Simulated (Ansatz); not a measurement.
**(ZnS)3(BeTe)1 [001] superlattice, started as zinc blende: relaxing the cell for a phonon run**

Task: relax (ZnS)3(BeTe)1 [001] superlattice, started as zinc blende tightly.

Main program and level: Ansatz 0.2.0; DFT PBEsol, scalar-relativistic, plane waves, PAW.

The structure was built from a prototype and need not be the compound's stable phase.

### 1. The starting structure

Symmetry: Pmm2, No. 25, orthorhombic system. The conventional cell has a = 3.864 Å, b = 3.864 Å, c = 10.930 Å, α = 90.00°, β = 90.00°, γ = 90.00°. Nearest to Be lie 2 Te at 2.37 Å and 2 S at 2.37 Å. S has 4 Zn at 2.37 Å nearest. Nearest to S lie 4 Zn at 2.37 Å. S has 2 Zn at 2.37 Å and 2 Be at 2.37 Å nearest. Nearest to Te lie 2 Be at 2.37 Å and 2 Zn at 2.37 Å. Nearest to Zn lie 2 S at 2.37 Å and 2 Te at 2.37 Å. Farther neighbours and most contacts between anions are not listed.

Coordinates:

```cif
data_structure
_symmetry_space_group_name_H-M 'Pmm2'
_symmetry_Int_Tables_number 25
_cell_length_a 3.8643
_cell_length_b 3.8643
_cell_length_c 10.9300
_cell_angle_alpha 90.000
_cell_angle_beta 90.000
_cell_angle_gamma 90.000
_cell_volume 163.22
loop_
_atom_site_label
_atom_site_type_symbol
_atom_site_symmetry_multiplicity
_atom_site_Wyckoff_symbol
_atom_site_fract_x
_atom_site_fract_y
_atom_site_fract_z
_atom_site_occupancy
Be1 Be 1 d 0.50000 0.50000 0.75000 1
S1 S 1 c 0.50000 0.00000 0.12500 1
S2 S 1 b 0.00000 0.50000 0.37500 1
S3 S 1 c 0.50000 0.00000 0.62500 1
Te1 Te 1 b 0.00000 0.50000 0.87500 1
Zn1 Zn 1 a 0.00000 0.00000 0.00000 1
Zn2 Zn 1 d 0.50000 0.50000 0.25000 1
Zn3 Zn 1 a 0.00000 0.00000 0.50000 1
```

### 2. A coarse first look

First a cheap look: the gap decides the mesh and the occupations, the pressure tells how far the cell has to move.

input.yaml

```yaml
crystal:
  lattice:
    - [2.7325, 2.7325, 0.0]
    - [-2.7325, 2.7325, 0.0]
    - [0.0, 0.0, 10.93]
  atoms:
    - { symbol: Be, position: [0.5, 0.5, 0.75] }
    - { symbol: S, position: [0.5, 0.0, 0.125] }
    - { symbol: S, position: [0.0, 0.5, 0.375] }
    - { symbol: S, position: [0.5, 0.0, 0.625] }
    - { symbol: Te, position: [0.0, 0.5, 0.875] }
    - { symbol: Zn, position: [0.0, 0.0, 0.0] }
    - { symbol: Zn, position: [0.5, 0.5, 0.25] }
    - { symbol: Zn, position: [0.0, 0.0, 0.5] }
kpoints:
  mp_grid: { grid: [6, 6, 2] }
hamiltonian:
  xc: pbesol
scf:
  occupations: { method: gaussian, width: 0.1 }
output:
  forces: true
  stress: true
  eigenvalues: true
```

Command:

```console
> ansatz run input.yaml --threads 8 --pin off --max-ram 14336MiB --backend cpu --events-out ev --progress --plain --runs-dir out
```

Numbers of over 12 decimals in the logs are rounded to 6 here.

The log of the run:

```text
Engine: ansatz 0.2.0, x86_64-unknown-linux-gnu
Pseudopotentials: kind: paw
Pseudopotential: Be, paw, valence charge 2, recommended cutoff 420 eV (normal), Be.paw.azcp
Pseudopotential: S, paw, valence charge 6, recommended cutoff 420 eV (normal), S.paw.azcp
Pseudopotential: Te, paw, valence charge 16, recommended cutoff 420 eV (normal), Te.paw.azcp
[...]
k-point 0: bands = [... 32 lower, 4.9719, 6.0537, 6.0807, 6.2440, 8.2599, 8.9908, 9.3912, 9.9798, ... 3 higher]
  k-point 1: bands = [... 32 lower, 5.4340, 5.5196, 5.7134, 6.0008, 8.8553, 9.1557, 9.3749, 9.9224, ... 3 higher]
  k-point 2: bands = [... 32 lower, 4.8984, 4.9664, 5.6318, 5.9973, 9.0373, 9.4499, 10.1042, 10.3023, ... 3 higher]
  k-point 31: bands = [... 32 lower, 3.4843, 3.5289, 3.5850, 3.5862, 9.1730, 10.0033, 10.0755, 10.2546, ... 3 higher]
[key lines of the parts left out:]
SCF converged after 9 iterations
Free energy (F): -19494.148260 eV
Fermi energy:    7.251949 eV
P = ⅓ Tr σ = -0.1316 GPa (-1.316 kbar)
```

It took 2.2 s on 8 threads of Intel Xeon Platinum 8488C (Sapphire Rapids), shared host; peak memory 0.72 GiB; 16 s of CPU time.

A gap read on the k-mesh alone can miss the band edges.

Numbers from this step:

```yaml
pressure: -0.1316 GPa
gap_on_the_k_mesh: 2.016 eV
volume_per_atom: 20.40 Å³
direct_gap_on_mesh: 2.016 eV
```

The coarse mesh shows a gap of 2.02 eV and a pressure of -0.1 GPa.

### 3. Coarse relaxation

A rough relaxation comes first, because large forces or stress need no tight tolerances yet.

input.yaml: that of step 2 with these lines changed.

```diff
@@ -24 +24,6 @@
   eigenvalues: true
+relax:
+  adjacent_minimum: "off"
+  f_tol: 0.05
+  max_steps: 80
+  cell: { stress_tol: 0.5 }
```

The log of the run:

```text
[...]
Crystal: 8 atoms, lattice volume = 163.219 Å³
Basis set: ecut = 420 eV, 3245 PW (Γ), exchange–correlation on 54×54×150 points (8 copies of the dense FFT grid, shifted against one another)
Bands: 44, of which v1, the nominal top of the filled ones, is band 36 counted from 1 (35 counted from 0)
Symmetry: 4 space group operations
[...]
k-points: 32 of 72
[...]
- [2.718122, 2.718122, 0]
    - [-2.695751, 2.695751, 0]
    - [0, 0, 10.832695]
  atoms:
    - { symbol: Be, position: [0.5, 0.5, 0.725109] }
    - { symbol: S, position: [0.5, 0, 0.135875] }
    - { symbol: S, position: [0, 0.5, 0.380254] }
    - { symbol: S, position: [0.5, 0, 0.626057] }
    - { symbol: Te, position: [0, 0.5, 0.856710] }
    - { symbol: Zn, position: [0, 0, 0.014356] }
    - { symbol: Zn, position: [0.5, 0.5, 0.258737] }
    - { symbol: Zn, position: [0, 0, 0.502902] }
[key lines of the parts left out:]
SCF converged after 5 iterations
Free energy (F): -19494.786062 eV
Fermi energy:    7.890251 eV
P = ⅓ Tr σ = 0.0405 GPa (0.405 kbar)
```

It took 11 s on 8 threads; peak memory 0.8 GiB.

Step by step:

| step | energy less that of the first step (eV) | largest force component (eV/Å) | pressure (GPa) | volume (Å³) |
| --- | --- | --- | --- | --- |
| 1 | 0.0000 | 2.4346 | -0.13 | 163.22 |
| 2 | -0.5716 | 0.6653 | -0.98 | 161.64 |
| 3 | -0.6373 | 0.1069 | -0.06 | 158.97 |
| 4 | -0.6391 | 0.0404 | 0.04 | 158.75 |
| 5* | -0.6378 | 0.0404 | 0.04 | 158.75 |

Relaxation steps marked * repeat the geometry before them on a plane-wave basis chosen anew for their cell, so energy and pressure can jump there.

Forces are held to the 4 operations that the run works with; a distortion that breaks them can't arise in this run.

| conventional cell, symmetrised | before | after | change |
| --- | --- | --- | --- |
| a (Å) | 3.864 | 3.812 | -1.3 % |
| b (Å) | 3.864 | 3.844 | -0.5 % |
| c (Å) | 10.930 | 10.833 | -0.9 % |
| volume (Å³/atom) | 20.40 | 19.84 | -2.7 % |

The atoms that moved most (Å, as changes of fractional coordinates times the final cell):

| atom | dx | dy | dz | length |
| --- | --- | --- | --- | --- |
| Be1 | 0.000 | 0.000 | -0.270 | 0.270 |
| Te5 | 0.000 | 0.000 | -0.198 | 0.198 |
| Zn6 | 0.000 | 0.000 | 0.156 | 0.156 |
| S2 | 0.000 | 0.000 | 0.118 | 0.118 |
| Zn7 | 0.000 | 0.000 | 0.095 | 0.095 |
| S3 | 0.000 | 0.000 | 0.057 | 0.057 |
| Zn8 | 0.000 | 0.000 | 0.031 | 0.031 |
| S4 | 0.000 | 0.000 | 0.011 | 0.011 |

The relaxed structure:

```cif
data_structure
_symmetry_space_group_name_H-M 'P 1'
_symmetry_Int_Tables_number 1
_cell_length_a 3.8440
_cell_length_b 3.8124
_cell_length_c 10.8327
_cell_angle_alpha 90.000
_cell_angle_beta 90.000
_cell_angle_gamma 90.000
_cell_volume 158.75
loop_
_atom_site_label
_atom_site_type_symbol
_atom_site_fract_x
_atom_site_fract_y
_atom_site_fract_z
_atom_site_occupancy
Be1 Be 0.50000 0.50000 0.72511 1
S2 S 0.50000 0.00000 0.13588 1
S3 S 0.00000 0.50000 0.38025 1
S4 S 0.50000 0.00000 0.62606 1
Te5 Te 0.00000 0.50000 0.85671 1
Zn6 Zn 0.00000 0.00000 0.01436 1
Zn7 Zn 0.50000 0.50000 0.25874 1
Zn8 Zn 0.00000 0.00000 0.50290 1
```

This step gave:

- pressure: 0.04052 GPa
- gap on the k-mesh: 1.203 eV
- volume per atom: 19.84 Å³
- direct gap on mesh: 1.340 eV

In this step the volume went from 20.40 to 19.84 Å³/atom.

### 4. Relaxation

Harmonic phonons are second derivatives at a point where the forces vanish, and they are wanted at zero stress, so atoms and cell are relaxed first.

input.yaml

```yaml
crystal:
  lattice:
    - [2.7181218444, 2.7181218444, 0.0]
    - [-2.6957508042, 2.6957508042, 0.0]
    - [0.0, 0.0, 10.8326946746]
  atoms:
    - { symbol: Be, position: [0.5, 0.5, 0.725108631] }
    - { symbol: S, position: [0.5, 0.0, 0.1358754765] }
    - { symbol: S, position: [0.0, 0.5, 0.3802538991] }
    - { symbol: S, position: [0.5, 0.0, 0.6260568863] }
    - { symbol: Te, position: [0.0, 0.5, 0.8567099929] }
    - { symbol: Zn, position: [0.0, 0.0, 0.0143557941] }
    - { symbol: Zn, position: [0.5, 0.5, 0.258737286] }
    - { symbol: Zn, position: [0.0, 0.0, 0.502902034] }
kpoints:
  mp_grid: { grid: [6, 6, 2] }
hamiltonian:
  xc: pbesol
scf:
  occupations: { method: gaussian, width: 0.02 }
output:
  forces: true
  stress: true
  eigenvalues: true
relax:
  adjacent_minimum: "off"
  f_tol: 0.005
  max_steps: 80
  cell: { stress_tol: 0.05 }
```

The log of the run:

```text
[...]
Crystal: 8 atoms, lattice volume = 158.751 Å³
Basis set: ecut = 420 eV, 3081 PW (Γ), exchange–correlation on 54×54×150 points (8 copies of the dense FFT grid, shifted against one another)
Bands: 44, of which v1, the nominal top of the filled ones, is band 36 counted from 1 (35 counted from 0)
[... 1 set-up line as in the run before ...]
[...]
k-points: 32 of 72
[...]
SCF iter   1: F=—  HF=-19494.801518 eV  |F-HF|=—  |Δ(HF+E_count)|=         —  Δρ=4.81e-3  dr2=4.86e-2  ethr=1.77e-3  ⟨swp⟩=9.9  Hψ=7066  notcnv=0
[...]
SCF iter   9: F=-19494.786062 eV  HF=-19494.786062 eV  |F-HF|=1.73e-8  |Δ(HF+E_count)|=   3.05e-8  Δρ=3.70e-6  dr2=2.18e-8  ethr=1.39e-10  ⟨swp⟩=10.2  Hψ=5922  notcnv=0
SCF 1 converged in 9 iterations: F = -19494.786062 eV  dr2 = 2.18e-8
[...]
relax step   1: F+E_penalty+E_count = -19494.78606232 eV  Δ(F+E_penalty+E_count) = +0.000e0 eV  max|allowed force component| = 4.036e-2 eV/Å  Δτ_max = 0.0000 Å  P = +0.040 GPa  Ω = 158.751 Å³  (9 SCF iters, dr2 threshold 1.00e-7 eV, accepted)
Crystal: 8 atoms, lattice volume = 158.899 Å³
Basis set: ecut = 420 eV, 3085 PW (Γ), exchange–correlation on 54×54×150 points (8 copies of the dense FFT grid, shifted against one another)
[...]
SCF iter   5: F=-19494.786206 eV  HF=-19494.786206 eV  |F-HF|=1.51e-8  |Δ(HF+E_count)|=   5.79e-8  Δρ=5.52e-6  dr2=7.79e-8  ethr=1.41e-10  ⟨swp⟩=3.5  Hψ=6024  notcnv=0
SCF 2 converged in 5 iterations: F = -19494.786206 eV  dr2 = 7.79e-8
relax step   2: F+E_penalty+E_count = -19494.78620643 eV  Δ(F+E_penalty+E_count) = -1.441e-4 eV  max|allowed force component| = 2.082e-2 eV/Å  Δτ_max = 0.0049 Å  P = -0.031 GPa  Ω = 158.899 Å³  energy of the carried Pulay correction = -4.693e-5 eV  (5 SCF iters, dr2 threshold 1.02e-7 eV, accepted)
Crystal: 8 atoms, lattice volume = 158.849 Å³
[...]
SCF iter   5: F=-19494.786305 eV  HF=-19494.786305 eV  |F-HF|=1.93e-10  |Δ(HF+E_count)|=   2.86e-9  Δρ=1.46e-6  dr2=4.89e-9  ethr=3.76e-11  ⟨swp⟩=4.3  Hψ=4920  notcnv=0
SCF 3 converged in 5 iterations: F = -19494.786305 eV  dr2 = 4.89e-9
relax step   3: F+E_penalty+E_count = -19494.78630496 eV  Δ(F+E_penalty+E_count) = -9.854e-5 eV  max|allowed force component| = 8.702e-3 eV/Å  Δτ_max = 0.0019 Å  P = -0.008 GPa  Ω = 158.849 Å³  energy of the carried Pulay correction = -3.105e-5 eV  (5 SCF iters, dr2 threshold 2.71e-8 eV, accepted)
[...]
relax step   4: F+E_penalty+E_count = -19494.78630583 eV  Δ(F+E_penalty+E_count) = -8.680e-7 eV  max|allowed force component| = 8.599e-3 eV/Å  Δτ_max = 0.0013 Å  P = -0.010 GPa  Ω = 158.858 Å³  energy of the carried Pulay correction = -3.392e-5 eV  (5 SCF iters, dr2 threshold 4.73e-9 eV, accepted)
[...]
relax step   5: F+E_penalty+E_count = -19494.78632598 eV  Δ(F+E_penalty+E_count) = -2.015e-5 eV  max|allowed force component| = 5.240e-4 eV/Å  Δτ_max = 0.0006 Å  P = +0.002 GPa  Ω = 158.830 Å³  energy of the carried Pulay correction = -2.509e-5 eV  (5 SCF iters, dr2 threshold 4.62e-9 eV, accepted)
[...]
SCF iter   5: F=-19494.786369 eV  HF=-19494.786369 eV  |F-HF|=7.28e-12  |Δ(HF+E_count)|=   3.97e-9  Δρ=1.87e-7  dr2=6.21e-11  ethr=1.00e-12  ⟨swp⟩=5.0  Hψ=5281  notcnv=0
SCF 6 converged in 5 iterations: F = -19494.786369 eV  dr2 = 6.21e-11
relax step   6: F+E_penalty+E_count = -19494.78636911 eV  Δ(F+E_penalty+E_count) = -4.313e-5 eV  max|allowed force component| = 5.161e-4 eV/Å  Δτ_max = 0.0000 Å  P = +0.002 GPa  Ω = 158.830 Å³  stress off target by 1.92e-3 GPa  SCF on the basis re-selected at this cell (its energy is not comparable with the rows above)  (5 SCF iters)
basis re-selected at this cell: Δ(F+E_penalty+E_count) = -4.313e-5 eV, ΔP = -0.000 GPa vs the last step (what re-selecting the basis moved, of the pressure what is left beyond the Pulay correction that the steps carried, after the strain that the cell walked since its last selection, with what the two solves' SCF thresholds leave and, on support functions, any second-order correction that the steps lacked; it is no m [...]
SCF converged after 5 iterations
Free energy (F): -19494.786369 eV
[...]
Internal energy: -19494.786369 eV  (E = F + TS)
E sigma→0 (E₀):  -19494.786369 eV
Fermi energy:    7.879527 eV
[...]
--- Forces (eV/Å), atoms counted from 1 ---
  atom   1  Be     0.00000000     0.00000000    -0.00001592
  atom   2  S      0.00000000     0.00000000    -0.00044640
  atom   3  S      0.00000000     0.00000000    -0.00003088
  atom   4  S      0.00000000     0.00000000     0.00051590
  atom   5  Te     0.00000000     0.00000000    -0.00026138
  atom   6  Zn     0.00000000     0.00000000     0.00036876
  atom   7  Zn     0.00000000     0.00000000    -0.00006354
  atom   8  Zn     0.00000000     0.00000000    -0.00006822
  max |Σ_I F_I| component: 1.68e-6 eV/Å
--- Stress (GPa, compression-positive) ---
        0.001538       0.000185      -0.000000
        0.000185       0.001538       0.000000
        0.000000       0.000000       0.001924
  P = ⅓ Tr σ = 0.0017 GPa (0.017 kbar)
--- Band table (eV; the first three rows and the last of 32) ---
  k-point 0: bands = [... 32 lower, 5.4039, 6.3340, 6.6802, 7.1429, 8.4798, 9.3088, 9.8290, 10.1553, ... 4 higher]
  k-point 1: bands = [... 32 lower, 5.5565, 5.6208, 6.4881, 7.0460, 9.0065, 9.5068, 9.7487, 9.9936, ... 4 higher]
  k-point 2: bands = [... 32 lower, 5.3173, 5.7424, 6.0553, 6.6189, 9.2351, 9.8261, 10.3465, 10.5321, ... 4 higher]
  k-point 31: bands = [... 32 lower, 3.6474, 3.7405, 3.9970, 4.2862, 9.9032, 10.2317, 10.2630, 10.3465, ... 4 higher]
--- Relaxed structure (5 steps of the walk, 5 accepted, 1 SCFs on fresh bases) ---
[...]
cell:  # Å, volume = 158.8300 Å³
    - [2.719184, 2.719184, 0]
    - [-2.698545, 2.698545, 0]
    - [0, 0, 10.822667]
  atoms:
    - { symbol: Be, position: [0.5, 0.5, 0.724942] }
    - { symbol: S, position: [0.5, 0, 0.135848] }
    - { symbol: S, position: [0, 0.500000, 0.380091] }
    - { symbol: S, position: [0.5, 0, 0.625670] }
    - { symbol: Te, position: [0, 0.500000, 0.856813] }
    - { symbol: Zn, position: [0, 0, 0.014801] }
    - { symbol: Zn, position: [0.5, 0.5, 0.258938] }
    - { symbol: Zn, position: [0, 0, 0.502897] }
```

Wall time 12 s (8 threads); peak memory 0.81 GiB; 84 s of CPU time.

Relaxation path:

| step | energy less that of the first step (eV) | largest force component (eV/Å) | pressure (GPa) | volume (Å³) |
| --- | --- | --- | --- | --- |
| 1 | 0.0000 | 0.0404 | 0.04 | 158.75 |
| 2 | -0.0001 | 0.0208 | -0.03 | 158.90 |
| 3 | -0.0002 | 0.0087 | -0.01 | 158.85 |
| 4 | -0.0002 | 0.0086 | -0.01 | 158.86 |
| 5 | -0.0003 | 0.0005 | 0.00 | 158.83 |
| 6* | -0.0003 | 0.0005 | 0.00 | 158.83 |

Relaxation steps marked * repeat the geometry before them on a plane-wave basis chosen anew for their cell, so energy and pressure can jump there.

Forces are held to the 4 operations that the run works with; a distortion that breaks them can't arise in this run.

| conventional cell, symmetrised | before | after | change |
| --- | --- | --- | --- |
| a (Å) | 3.812 | 3.816 | +0.1 % |
| b (Å) | 3.844 | 3.846 | +0.0 % |
| c (Å) | 10.833 | 10.823 | -0.1 % |
| volume (Å³/atom) | 19.84 | 19.85 | +0.1 % |

This step gave:

```
pressure           : 0.001667 GPa
gap on the k-mesh  : 1.201 eV
volume per atom    : 19.85 Å³
direct gap on mesh : 1.337 eV
```

In this step the volume went from 19.84 to 19.85 Å³/atom.

### 5. Relaxing to small forces for the phonons

Phonons need a cell at rest on their own settings, so the relaxation is repeated with tight tolerances on forces and stress on the k mesh and occupations of the first response run.

input.yaml

```yaml
crystal:
  lattice:
    - [2.7191835516, 2.7191835516, 0.0]
    - [-2.6985451259, 2.6985451259, 0.0]
    - [0.0, 0.0, 10.8226665365]
  atoms:
    - { symbol: Be, position: [0.5, 0.5, 0.7249418389] }
    - { symbol: S, position: [0.5, 0.0, 0.1358484011] }
    - { symbol: S, position: [0.0, 0.5, 0.3800911856] }
    - { symbol: S, position: [0.5, 0.0, 0.625670246] }
    - { symbol: Te, position: [0.0, 0.5, 0.8568126399] }
    - { symbol: Zn, position: [0.0, 0.0, 0.0148007013] }
    - { symbol: Zn, position: [0.5, 0.5, 0.2589382322] }
    - { symbol: Zn, position: [0.0, 0.0, 0.5028967549] }
kpoints:
  mp_grid: { grid: [8, 8, 2] }
hamiltonian:
  xc: pbesol
scf:
  occupations: { method: fixed }
output:
  forces: true
  stress: true
  eigenvalues: true
relax:
  adjacent_minimum: "off"
  f_tol: 0.001
  max_steps: 60
  cell: { stress_tol: 0.01 }
```

The log of the run:

```text
[...]
Crystal: 8 atoms, lattice volume = 158.830 Å³
Basis set: ecut = 420 eV, 3081 PW (Γ), exchange–correlation on 54×54×150 points (8 copies of the dense FFT grid, shifted against one another)
Bands: 44, of which v1, the nominal top of the filled ones, is band 36 counted from 1 (35 counted from 0)
[... 1 set-up line as in the run before ...]
[...]
k-points: 50 of 128
[...]
- [-2.697305, 2.697305, 0]
    - [0, 0, 10.829858]
  atoms:
    - { symbol: Be, position: [0.5, 0.500000, 0.724927] }
    - { symbol: S, position: [0.500000, 0, 0.135829] }
    - { symbol: S, position: [0, 0.5, 0.380085] }
    - { symbol: S, position: [0.500000, 0, 0.625686] }
    - { symbol: Te, position: [0, 0.5, 0.856829] }
    - { symbol: Zn, position: [0, 0, 0.014804] }
    - { symbol: Zn, position: [0.5, 0.500000, 0.258938] }
    - { symbol: Zn, position: [0, 0, 0.502904] }
[key lines of the parts left out:]
SCF converged after 7 iterations
Free energy (F): -19494.793773 eV
Fermi energy:    7.285825 eV
P = ⅓ Tr σ = 0.0004 GPa (0.004 kbar)
```

Elapsed: 13 s, on 8 threads; peak memory 0.87 GiB; 97 s of CPU time.

Little changed from the start: no atom moved by 0.005 Å and no cell edge by 0.1 %.

This step gave:

| Item | Value |
| --- | --- |
| pressure | 3.95e-4 GPa |
| gap on the k-mesh | 1.196 eV |
| direct gap on mesh | 1.335 eV |

The largest force component left is 0.57 meV/Å and the pressure is 0.000 GPa, within the tolerances set. The cell now holds 19.85 Å³/atom.

### 6. Outcome

| Quantity | Value |
| --- | --- |
| space group after relaxation (within 0.01 Å) | Pmm2 |
| lattice constant a | 3.815 Å |
| lattice constant b | 3.844 Å |
| lattice constant c | 10.830 Å |
| volume per atom | 19.9 Å³ |
| gap on the k-mesh | 1.20 eV |

In words: The largest force component left is 0.57 meV/Å and the pressure is 0.000 GPa, within the tolerances set. The cell now holds 19.85 Å³/atom. The relaxation keeps the symmetry of its start, so it says nothing on stability against lower symmetry. Spin-orbit coupling is left out, which can matter for the heavy elements here. The starting cell was built on a prototype and not taken from a measurement, so the phase need not exist.

[Logs are printed without paths, hosts, clocks, repeated set-up lines and the standing remarks that a program may print on its own settings, such as how far it seeks lower states.]

[Hosts, paths, dates, database ids (printed as entryN), source tags and the programs' standing remarks are cut or masked in the printed files.]
